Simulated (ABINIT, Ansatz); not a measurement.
**ZnWO4 (P2/c): changed settings of a GW run in ABINIT**

Aim: change inputs of a GW run on ZnWO4 (P2/c) and see what moves.

Program: ABINIT 10.8.3. Level of theory: LDA and many-body steps on it, plane waves. Results are calculated unless marked as measured.

## 1. Starting point

It takes space group P2/c (No. 13, monoclinic). The conventional cell has a = 4.699 Å, b = 5.729 Å, c = 4.937 Å, α = 90.00°, β = 90.61°, γ = 90.00°. Nearest to Zn lie 6 O at 2.03 to 2.23 Å. Nearest to W lie 6 O at 1.80 to 2.14 Å. Nearest to O lie 2 W at 1.92 to 2.14 Å and 1 Zn at 2.03 Å. O has 1 W at 1.80 Å and 2 Zn at 2.09 to 2.23 Å nearest. Farther neighbours and most contacts between anions are not listed.

The cell and positions come from the Crystallography Open Database and are kept as given unless a step says otherwise. Spin-orbit coupling is left out unless a step names it.

## 2. Screening, 4×2×2 mesh, 219 bands, screening to 141.5 eV

This step: ABINIT 10.8.3; RPA screening on LDA, plane waves, norm-conserving pseudopotentials.

The RPA dielectric matrix is built and inverted for each q.

run.abi reads:

```
acell 3*1.0 Angstrom
rprim 
  4.698600000000 0.000000000000 0.000000000000
  0.000000000000 5.729300000000 0.000000000000
  -0.052988409000 0.000000000000 4.936415614400
ntypat 3
znucl 30 74 8
natom 12
typat 1 1 2 2 3 3 3 3 3 3 3 3
xred 
  0.500000000000 0.684000000000 0.250000000000
  0.500000000000 0.316000000000 0.750000000000
  0.000000000000 0.182580000000 0.250000000000
  0.000000000000 0.817420000000 0.750000000000
  0.216900000000 0.105100000000 0.936300000000
  0.783100000000 0.105100000000 0.563700000000
  0.783100000000 0.894900000000 0.063700000000
  0.216900000000 0.894900000000 0.436300000000
  0.256500000000 0.377700000000 0.399600000000
  0.743500000000 0.377700000000 0.100400000000
  0.743500000000 0.622300000000 0.600400000000
  0.256500000000 0.622300000000 0.899600000000
pp_dirpath "pseudos"
pseudos "Zn.upf, W.upf, O.upf"
ecut 36
ngkpt 4 2 2
nshiftk 1
shiftk 0 0 0
kptopt 1
chksymbreak 0
istwfk *1
occopt 1
irdwfk 1
optdriver 3
nband 219
ecuteps 5.2
inclvkb 2
awtr 1
symchi 1
indata_prefix "in"
outdata_prefix "out"
tmpdata_prefix "tmp"
```

On the command line:

```console
OMP_NUM_THREADS=1 mpirun -n 16 abinit run.abi > log
```

The program printed:

```text
.Version 10.8.3 of ABINIT. v10.8.2 released Aug 2026.

 Symmetries : space group P2/c (# 13); Bravais mP (primitive monocl.)
[... echo of the input left out ...]
== DATASET  1 ==================================================================
-   mpi_nproc: 16, omp_nthreads: 1 (-1 if OMP is not activated)

--- !DatasetInfo
iteration_state: {dtset: 1, }
dimensions: {natom: 12, nkpt: 12, mband: 219, nsppol: 1, nspinor: 1, nspden: 1, mpw: 9270, }
cutoff_energies: {ecut:  36.0, pawecutdg:  -1.0, }
electrons: {nelect:   1.16000000E+02, charge:   0.00000000E+00, occopt:   1.00000000E+00, tsmear:   1.00000000E-02, }

 SCREENING: Calculation of the susceptibility and dielectric matrices

 Based on a program developped by R.W. Godby, V. Olevano, G. Onida, and L. Reining.
 Incorporated in ABINIT by V. Olevano, G.-M. Rignanese, and M. Torrent.
.Using double precision arithmetic ; gwpc =  8

[... cell and pseudopotentials left out ...]
--------------------------------------------------------------------------------

 ==== K-mesh for the wavefunctions ====
 Number of points in the irreducible wedge :    12
[... list of points left out ...]
 Together with  4 symmetry operations and time-reversal symmetry
 yields    16 points in the full Brillouin Zone.

 ==== Q-mesh for the screening function ====
 Number of points in the irreducible wedge :    12
[... list of points left out ...]
 Together with  4 symmetry operations and time-reversal symmetry
 yields    16 points in the full Brillouin Zone.

 setmesh: FFT mesh size selected  =    36x   45x   36
          total number of points  =        58320

 vcoul_init : cutoff-mode = AUXILIARY_FUNCTION
 q-points for optical limit:   1
     1)      0.000010    0.000020    0.000030

- screening: taking advantage of time-reversal symmetry
- Maximum band index for partially occupied states nbvw = 58
- Remaining bands to be divided among processors   nbcw = 161
- Number of bands treated by each node ~10

 Number of electrons calculated from density =  116.0000; Expected =  116.0000
 average of density, n =  0.129354
 r_s =    1.2266
 omega_plasma =   34.6933 [eV]

 calculating chi0 at frequencies [eV] :
  1    0.000000E+00    0.000000E+00
  2    0.000000E+00    3.469328E+01

--------------------------------------------------------------------------------
  q-point number  1        q = ( 0.000000, 0.000000, 0.000000) [r.l.u.]
--------------------------------------------------------------------------------
[... chi0 elements left out ...]
 For q-point:  0.000010 0.000020 0.000030
  dielectric constant =   5.5298
  dielectric constant without local fields =   6.3313

  Average fulfillment of the sum rule on Im[epsilon] for q-point    1 :     49.10  [%]
[... wings left out ...]
  q-point number  2        q = ( 0.250000, 0.000000, 0.000000) [r.l.u.]
--------------------------------------------------------------------------------
[... chi0 elements left out ...]
  Average fulfillment of the sum rule on Im[epsilon] for q-point    2 :     57.28  [%]

 [... 10 further q-points ...]
```

Run time: 12 min. Hardware: 16 MPI ranks of Arm Neoverse N1, shared host; peak memory 18 GiB; 3.1 h of CPU time.

This step gave:

- ε∞ with local fields, on this mesh, along the program's q direction: 5.530
- the same without local fields: 6.331
- plasma frequency: 34.69 eV
- plane waves in the screening matrix: 519

Local fields lower ε∞ by 13 %. On a Γ-centred mesh this coarse the value itself is usually too large, while a short band sum pulls it down.

## 3. Base

The self-energy is evaluated for the states that the input lists, and the levels follow from it, in one-shot runs by the linearised quasiparticle equation.

This step: G0W0 on LDA, plane waves, norm-conserving pseudopotentials.

Changes to run.abi since step 2:

```diff
@@ -33,8 +33,17 @@
 irdwfk 1
-optdriver 3
+optdriver 4
 nband 219
+gwcalctyp 0
+ecutsigx 36
+symsigma 1
+nkptgw 2
+kptgw 
+  0.0000000000 0.5000000000 0.0000000000
+  0.0000000000 0.0000000000 0.0000000000
+bdgw 
+  57 60
+  57 60
 ecuteps 5.2
-inclvkb 2
-awtr 1
-symchi 1
+irdscr 1
+ppmodel 1
 indata_prefix "in"
```

The program printed:

```text
.Version 10.8.3 of ABINIT. v10.8.2 released Aug 2026.

 Symmetries : space group P2/c (# 13); Bravais mP (primitive monocl.)
[... echo of the input left out ...]
== DATASET  1 ==================================================================
-   mpi_nproc: 16, omp_nthreads: 1 (-1 if OMP is not activated)

--- !DatasetInfo
iteration_state: {dtset: 1, }
dimensions: {natom: 12, nkpt: 12, mband: 219, nsppol: 1, nspinor: 1, nspden: 1, mpw: 9270, }
cutoff_energies: {ecut:  36.0, pawecutdg:  -1.0, }
electrons: {nelect:   1.16000000E+02, charge:   0.00000000E+00, occopt:   1.00000000E+00, tsmear:   1.00000000E-02, }

 SIGMA: Calculation of the GW corrections

 Based on a program developped by R.W. Godby, V. Olevano, G. Onida, and L. Reining.
 Incorporated in ABINIT by V. Olevano, G.-M. Rignanese, and M. Torrent.
.Using double precision arithmetic ; gwpc =  8

[... cell and pseudopotentials left out ...]
--------------------------------------------------------------------------------

 ==== K-mesh for the wavefunctions ====
 Number of points in the irreducible wedge :    12
[... list of points left out ...]
 Together with  4 symmetry operations and time-reversal symmetry
 yields    16 points in the full Brillouin Zone.

 ==== Q-mesh for screening function ====
 Number of points in the irreducible wedge :    12
[... list of points left out ...]
 Together with  4 symmetry operations and time-reversal symmetry
 yields    16 points in the full Brillouin Zone.

 vcoul_init : cutoff-mode = AUXILIARY_FUNCTION
 q-points for optical limit:   1
     1)      0.000010    0.000020    0.000030
 setmesh: FFT mesh size selected  =    48x   60x   54
          total number of points  =       155520

 Number of electrons calculated from density =  116.0000; Expected =  116.0000
 average of density, n =  0.129354
 r_s =    1.2266
 omega_plasma =   34.6933 [eV]

 === KS Band Gaps ===
  >>>> For spin  1
   Minimum direct gap =   2.8848 [eV], located at k-point      :   0.0000  0.5000  0.0000
   Fundamental gap    =   2.8848 [eV], Top of valence bands at :   0.0000  0.5000  0.0000
                                       Bottom of conduction at :   0.0000  0.5000  0.0000
 SIGMA fundamental parameters:
 PLASMON POLE MODEL  1
 number of plane-waves for SigmaX                 9239
 number of plane-waves for SigmaC and W            519
 number of plane-waves for wavefunctions          9239
 number of bands                                   219
 number of independent spin polarizations            1
 number of spinorial components                      1
 number of k-points in IBZ                          12
 number of q-points in IBZ                          12
 number of symmetry operations                       4
 number of k-points in BZ                           16
 number of q-points in BZ                           16
 number of frequencies for dSigma/dE                 9
 frequency step for dSigma/dE [eV]                0.25
 number of omega for Sigma on real axis              0
 max omega for Sigma on real axis  [eV]           0.00
 zcut for avoiding poles [eV]                     0.10

 EPSILON^-1 parameters (SCR file):
 dimension of the eps^-1 matrix on file            519
 dimension of the eps^-1 matrix used               519
 number of plane-waves for wavefunctions          9239
 number of bands                                   219
 number of q-points in IBZ                          12
 number of frequencies                               2
 number of real frequencies                          1
 number of imag frequencies                          1

 matrix elements of self-energy operator (all in [eV])

 Perturbative Calculation

--- !SelfEnergy_ee
iteration_state: {dtset: 1, }
kpoint     : [   0.000,    0.500,    0.000, ]
spin       : 1
KS_gap     :    2.885
QP_gap     :    4.684
Delta_QP_KS:    1.799
data: !SigmaeeData |
     Band     E0 <VxcDFT>   SigX SigC(E0)      Z dSigC/dE  Sig(E)    E-E0       E
       57   4.742 -19.653 -24.537   4.768   0.781  -0.280 -19.743  -0.090   4.652
       58   5.227 -21.858 -26.921   4.908   0.787  -0.270 -21.979  -0.121   5.106
       59   8.112 -17.481 -11.845  -3.604   0.825  -0.212 -15.804   1.678   9.789
       60   9.036 -18.313 -12.545  -3.528   0.817  -0.224 -16.483   1.831  10.867

--- !SelfEnergy_ee
iteration_state: {dtset: 1, }
kpoint     : [   0.000,    0.000,    0.000, ]
spin       : 1
KS_gap     :    3.593
QP_gap     :    5.360
Delta_QP_KS:    1.767
data: !SigmaeeData |
     Band     E0 <VxcDFT>   SigX SigC(E0)      Z dSigC/dE  Sig(E)    E-E0       E
       57   4.970 -19.937 -24.981   4.938   0.780  -0.281 -20.020  -0.083   4.887
       58   4.982 -20.586 -25.499   4.813   0.785  -0.274 -20.665  -0.078   4.903
       59   8.574 -17.732 -12.542  -3.128   0.819  -0.221 -16.043   1.689  10.263
       60   9.029 -18.251 -12.596  -3.490   0.817  -0.224 -16.482   1.769  10.798

== END DATASET(S) ==============================================================
================================================================================

 -outvars: echo values of variables after computation  --------
           etotal      0.0000000000E+00
            nband         219
             nkpt          12
          spgroup          13
 [... the other variables as echoed above ...]

 Calculation completed.
```

The job ended after 40 s (16 MPI ranks; peak memory 7.3 GiB; 11 min of CPU time).

Numbers from this step:

* G0W0 gap on the points computed: 4.683 eV
* starting gap on the mesh: 2.885 eV
* k of the valence top: 0, 0.5, 0
* k of the conduction bottom: 0, 0.5, 0
* Z at the valence top: 0.787
* Z at the conduction bottom: 0.825
* least direct G0W0 gap on the computed points: 4.683 eV

The gap on the mesh goes from 2.88 eV to 4.68 eV, a correction of +1.80 eV.

## 4. Smaller part of the screening matrix

Changes to run.abi since step 3:

```diff
@@ -45,3 +45,3 @@
   57 60
-ecuteps 5.2
+ecuteps 2.6
 irdscr 1
```

The program printed:

```text
.Version 10.8.3 of ABINIT. v10.8.2 released Aug 2026.

 Symmetries : space group P2/c (# 13); Bravais mP (primitive monocl.)
[... echo of the input left out ...]
== DATASET  1 ==================================================================
-   mpi_nproc: 16, omp_nthreads: 1 (-1 if OMP is not activated)

--- !DatasetInfo
iteration_state: {dtset: 1, }
dimensions: {natom: 12, nkpt: 12, mband: 219, nsppol: 1, nspinor: 1, nspden: 1, mpw: 9270, }
cutoff_energies: {ecut:  36.0, pawecutdg:  -1.0, }
electrons: {nelect:   1.16000000E+02, charge:   0.00000000E+00, occopt:   1.00000000E+00, tsmear:   1.00000000E-02, }

 SIGMA: Calculation of the GW corrections

 Based on a program developped by R.W. Godby, V. Olevano, G. Onida, and L. Reining.
 Incorporated in ABINIT by V. Olevano, G.-M. Rignanese, and M. Torrent.
.Using double precision arithmetic ; gwpc =  8

[... cell and pseudopotentials left out ...]
--------------------------------------------------------------------------------

 ==== K-mesh for the wavefunctions ====
 Number of points in the irreducible wedge :    12
[... list of points left out ...]
 Together with  4 symmetry operations and time-reversal symmetry
 yields    16 points in the full Brillouin Zone.

 ==== Q-mesh for screening function ====
 Number of points in the irreducible wedge :    12
[... list of points left out ...]
 Together with  4 symmetry operations and time-reversal symmetry
 yields    16 points in the full Brillouin Zone.

 vcoul_init : cutoff-mode = AUXILIARY_FUNCTION
 q-points for optical limit:   1
     1)      0.000010    0.000020    0.000030
 setmesh: FFT mesh size selected  =    48x   60x   54
          total number of points  =       155520

 Number of electrons calculated from density =  116.0000; Expected =  116.0000
[...]
number of omega for Sigma on real axis              0
 max omega for Sigma on real axis  [eV]           0.00
 zcut for avoiding poles [eV]                     0.10

 EPSILON^-1 parameters (SCR file):
 dimension of the eps^-1 matrix on file            519
 dimension of the eps^-1 matrix used               175
 number of plane-waves for wavefunctions          9239
 number of bands                                   219
 number of q-points in IBZ                          12
 number of frequencies                               2
 number of real frequencies                          1
 number of imag frequencies                          1

 matrix elements of self-energy operator (all in [eV])

 Perturbative Calculation

--- !SelfEnergy_ee
iteration_state: {dtset: 1, }
kpoint     : [   0.000,    0.500,    0.000, ]
spin       : 1
KS_gap     :    2.885
QP_gap     :    4.876
Delta_QP_KS:    1.991
data: !SigmaeeData |
     Band     E0 <VxcDFT>   SigX SigC(E0)      Z dSigC/dE  Sig(E)    E-E0       E
       57   4.742 -19.653 -24.537   4.528   0.797  -0.255 -19.937  -0.284   4.459
       58   5.227 -21.858 -26.921   4.643   0.803  -0.246 -22.195  -0.337   4.890
       59   8.112 -17.481 -11.845  -3.646   0.831  -0.203 -15.827   1.655   9.767
[...]
--- !SelfEnergy_ee
iteration_state: {dtset: 1, }
kpoint     : [   0.000,    0.000,    0.000, ]
spin       : 1
KS_gap     :    3.593
QP_gap     :    5.502
Delta_QP_KS:    1.909
data: !SigmaeeData |
     Band     E0 <VxcDFT>   SigX SigC(E0)      Z dSigC/dE  Sig(E)    E-E0       E
[...]
59   8.574 -17.732 -12.542  -3.210   0.827  -0.209 -16.095   1.637  10.211
       60   9.029 -18.251 -12.596  -3.535   0.825  -0.212 -16.502   1.749  10.778

== END DATASET(S) ==============================================================
================================================================================

 -outvars: echo values of variables after computation  --------
           etotal      0.0000000000E+00
            nband         219
             nkpt          12
          spgroup          13
 [... the other variables as echoed above ...]

 Calculation completed.
```

Wall time 13 s (16 MPI ranks); peak memory 4.3 GiB; 3.3 min of CPU time.

Numbers from this step:

```yaml
g0w0_gap_on_the_points_computed: 4.877 eV
starting_gap_on_the_mesh: 2.885 eV
k_of_the_valence_top: 0, 0.5, 0
k_of_the_conduction_bottom: 0, 0.5, 0
z_at_the_valence_top: 0.803
z_at_the_conduction_bottom: 0.831
least_direct_g0w0_gap_on_the_computed_points: 4.877 eV
```

[end of part 1 of 2]

[Paths, hosts, dates, memory and timing lines, banners, echoed tables and standing remarks are left out of the program output.]

[Logs are printed without paths, hosts, clocks, repeated set-up lines and the standing remarks that a program may print on its own settings, such as how far it seeks lower states.]

[Runs of the session that timed out or met a known fault of the program may be left out.]

[No measured gap is set beside runs whose start may be inverted or whose files or cutoffs have a known fault.]

[Hosts, paths, dates, database ids (printed as entryN), source tags and the programs' standing remarks are cut or masked in the printed files.]

[G0W0 gaps are taken among the corrected bands and points alone; a level outside them can change the order at an edge.]

[Where Ansatz stands beside ABINIT at settings called matched, ABINIT's density can come from a denser mesh and the files from another edition; pairs whose starting gaps differed by over 0.03 eV were left out, so agreement reads better than it is.]
